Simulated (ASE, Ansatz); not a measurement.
# Germanene hexagonal flake, H-capped, Sn on Ge sites (72 atoms): support functions against a reference, part 2 of 2

Aim: test how closely localised support functions follow the reference on germanene hexagonal flake, H-capped, Sn on Ge sites (72 atoms), and at what cost. A setting counts as converged where the r.m.s. difference of forces stays under 1 % of the r.m.s. force.

Ansatz 0.2.0; Kohn-Sham DFT, PBE, PAW (set soft_2), plane waves.

The cell: 10 Sn, 44 Ge and 18 H. Beside vacuum, support functions can miss their usual error bounds without a warning. The main run has no spin polarisation.

So far. Step 2 (Plane-wave single point): Between -25 and -10 eV lie 564 more states.

### 3. Local order (continued)

A closer look about H55, which bears the longest force: 10 atoms, nearest first, numbered in the order of the input, with positions taken from that point.

```
atom      x      y      z  distance (Å)  bonds  Löwdin charge (e)     Fx     Fy  Fz (eV/Å)
 H55   0.00   0.00   0.00          0.00      1              -0.09  -2.04  -3.53       1.03
 Sn1   0.72   1.26  -0.45          1.52      3               0.30  -1.22   2.28      -2.19
 Ge2  -0.43   3.26   0.27          3.30      3               0.00  -0.18   1.14       0.26
 Sn9   3.07   1.28   0.23          3.33      3               0.03  -0.81  -0.82       3.06
 H56  -1.88   3.30  -0.21          3.80      1              -0.02  -0.53   0.10      -0.05
 H61   3.47  -2.00   0.03          4.01      1              -0.10  -1.24  -2.28       0.63
Sn10   4.26  -0.71  -0.45          4.34      3               0.28   1.37  -1.28      -2.00
 Ge3   0.71   5.28  -0.43          5.35      3               0.04  -0.21   0.21       0.11
Sn14   4.22   3.27  -0.43          5.36      3               0.24   1.63   2.61      -2.05
Ge13   3.05   5.28   0.21          6.10      3              -0.06  -0.96   1.60       0.46
```

The column of bonds counts only the pairs Ge-Ge within 2.88 Å, Ge-H within 1.89 Å, Ge-Sn within 3.03 Å, H-Sn within 2.04 Å, Sn-Sn within 2.84 Å; other neighbours, such as metal atoms beside each other in a compound, aren't counted, and periodic images can show an atom twice.

### 4. Support functions medium

The cell is solved in localised support functions.

This step: Kohn-Sham DFT, PBE, PAW (set soft_2), localised support functions (medium) (Ansatz 0.2.0).

input.yaml reads:

```yaml
crystal:
  lattice:
    - [33.55091, 0.0, 0.0]
    - [0.0, 34.69363, 0.0]
    - [0.0, 0.0, 12.68]
  atoms:
    [... the 72 atom lines of step 2 ...]
kpoints:
  mp_grid: { grid: [1, 1, 1] }
hamiltonian:
  xc: pbe
scf:
  occupations: { method: gaussian, width: 0.05 }
  eigensolver: { kind: { support_functions: { accuracy: medium } } }
  mixing: { beta: 0.2 }
  max_iter: 150
output:
  forces: true
```

Started as:

```console
ansatz run input.yaml --threads 32 --pin off --max-ram 143360MiB --backend cuda --events-out ev --progress --plain --runs-dir out
```

Numbers of over 12 decimals in the logs are rounded to 6 here.

Log:

```text
Warning: scf.eigensolver.kind.support_functions: disabling space-group detection — the functions' gradient is summed over unrotated k-points, so no spatial operation reduces the k-mesh or symmetrises the density; time reversal is kept, so that k and −k are solved as one point where they differ and the mesh holds both, and exact exchange and, on two spinor components, a DFT+U term hold to it where the run has them: [...]
settings of this run that can trade accuracy for cost: scf.eigensolver.kind.support_functions [...]
[...]
GPU FFT provider: cuFFT
GPU libraries: cuBLAS 13.8.1, cuFFT 12.4.0, cuSOLVER 12.3.2
[...]
Crystal: 72 atoms, lattice volume = 14759.556 Å³
Basis set: ecut = 420 eV, 288441 PW (Γ), exchange–correlation on 450×480×180 points (8 copies of the dense FFT grid, shifted against one another)
Bands: 465, of which v1, the nominal top of the filled ones, is band 387 counted from 1 (386 counted from 0)
Symmetry: 1 space group operations
k-points: 1
[...]
GPU buffer pool allocated for 4860000 grid points (all kernels)
[...]
SCF iter   1: F=—  HF=-249439.529529 eV  |F-HF|=—  |Δ(HF+E_count)|=         —  Δρ=1.18e-2  dr2=1.89e1  ethr=1.00e-1
[...]
SCF iter  14: F=—  HF=-249465.721453 eV  |F-HF|=—  |Δ(HF+E_count)|=   9.07e-6  Δρ=4.75e-6  dr2=3.98e-6  ethr=1.47e-9  κ⁻¹=7.0e-6(r=7)
SCF iter  15: F=-249465.721332 eV  HF=-249465.721373 eV  |F-HF|=4.11e-5  |Δ(HF+E_count)|=   8.03e-5  Δρ=2.45e-6  dr2=8.61e-7  ethr=5.14e-10
SCF 1 converged in 15 iterations: F = -249465.722099 eV  dr2 = 8.61e-7
[...]
SCF converged after 15 iterations
Stability not checked: this state was not tested for a lower state beside it, because the mixer in use, unlike msr1, does not test its closes by its own steps (another_mixer; see scf.mixing.algorithm and scf.lower_state_search)
Free energy (F): -249465.722099 eV
[...]
Internal energy: -249465.722099 eV  (E = F + TS)
E sigma→0 (E₀):  -249465.722099 eV
Fermi energy:    -3.268692 eV
[...]
Σ components = -249465.722099   (vs F -249465.722099, Δ=0.00e0)
--- Forces (eV/Å), atoms counted from 1 ---
[... 72 lines of forces left out ...]
  max |Σ_I F_I| component: 5.41e-4 eV/Å
--- Band table (eV) ---
[... left out ...]
  guard bands above this table: 67 of the run's 465 bands (output.publish_guard_bands: true publishes all)
```

The job ended after 5.5 s (1 × NVIDIA GB200 with 32 threads of Arm Neoverse V2, shared host; peak memory 4 GiB; 26 s of CPU time).

That memory is the host's; the program planned up to 10.2 GiB on the GPU.

The program notes that the band table was not solved further than the SCF left it and it switched symmetry off.

Keys that differ from the reference: support_functions.accuracy = "medium", scf.max_iter = 150 and scf.mixing.beta = 0.2.

Forces differ from the reference by 1.8 meV/Å r.m.s., 0.18 % of their size, well within a tolerance of 1 %; the energy by -1.6 meV/atom. The two runs also began from different starting densities, which bears on cycles and time.

### 5. The ladder side by side

Each row is set against the plane-wave reference (Kohn-Sham DFT, PBE, PAW (set soft_2), plane waves; r.m.s. force component 0.979 eV/Å). Energies are set beside the reference only for runs with its functional, potentials and electron count. Times are for 1 × NVIDIA GB200 with 32 threads of Arm Neoverse V2, shared host. The reference's time includes the DOS, which some other runs skip.

```
                     run  Δ force, r.m.s. (meV/Å)  share of r.m.s. force (%)  Δ energy (meV/atom)  Δ gap (eV)  cycles   time  host memory (GiB)  planned on the GPU (GiB)
               reference                        -                          -                    -           -      13  5.9 s                3.8                        20
support functions medium                     1.79                      0.183                -1.64           0      15  5.5 s                4.0                        10
```

### 6. Outcome

| Quantity | Value |
| --- | --- |
| free energy per atom | -3464.8001 eV/atom |
| r.m.s. force component | 0.9792 eV/Å |
| gap (highest filled to lowest empty level) | 0.6484 eV |
| wall time of the 2 DFT runs | 11 s |

In words: Against plane waves at 420 eV, the forces differ by 1.8 meV/Å (0.18 %) with support functions medium. Differences between support functions and plane waves include what basis error the plane-wave run still has.

Filled and empty levels are parted by 0.648 eV (at Γ alone); states at the surface or the caps may set this spacing. With the cutoffs above, all Ge atoms have 3, all H atoms have 1 and all Sn atoms have 3 bonded neighbours.

What to keep in mind: The geometry was built by rule, was displaced at random and isn't relaxed at this level: its force components are 0.98 eV/Å r.m.s.

[Logs are printed without paths, hosts, clocks, repeated set-up lines and the standing remarks that a program may print on its own settings, such as how far it seeks lower states.]

[Hosts, paths, dates, database ids (printed as entryN), source tags and the programs' standing remarks are cut or masked in the printed files.]
